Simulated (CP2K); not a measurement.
The C K edge of 1,3,4-oxadiazole was computed by TDDFT (CP2K XAS_TDP, aug-cc-pVDZ, TDA) at these levels: PBE0, PBEh(45%) and PBEh(45%) + GW2X. The first three lines of C1 (bonded to N, O and H) with a strength over 0.0015, energy in eV and strength:

```tsv
run	first	second	third
1	289.15 (0.059)	292.98 (0.019)	293.53 (0.020)
2	277.70 (0.048)	279.83 (0.002)	280.32 (0.008)
3	282.97 (0.061)	286.80 (0.019)	287.36 (0.020)
```

Question: Which run is which?

Run 1: PBEh(45%) + GW2X (45 % exact exchange). Run 2: PBE0 (25 % exact exchange). Run 3: PBEh(45%) (45 % exact exchange). Self-interaction lifts the core level, so the uncorrected lines rise with the share of exact exchange. The GW2X run keeps the spacings of its parent: 3.83 eV between the first two lines in run 1, 3.83 eV in run 3. Its shift is +6.18 eV, since the Kohn–Sham level at this share of exchange lies that far above the quasiparticle level.

[Banner, clock and machine lines of the logs are left out without a mark of their own.]

[Logs are printed without paths, hosts, clocks, repeated set-up lines and the standing remarks that a program may print on its own settings, such as how far it seeks lower states.]

[Hosts, paths, dates, database ids (printed as entryN), source tags and the programs' standing remarks are cut or masked in the printed files.]
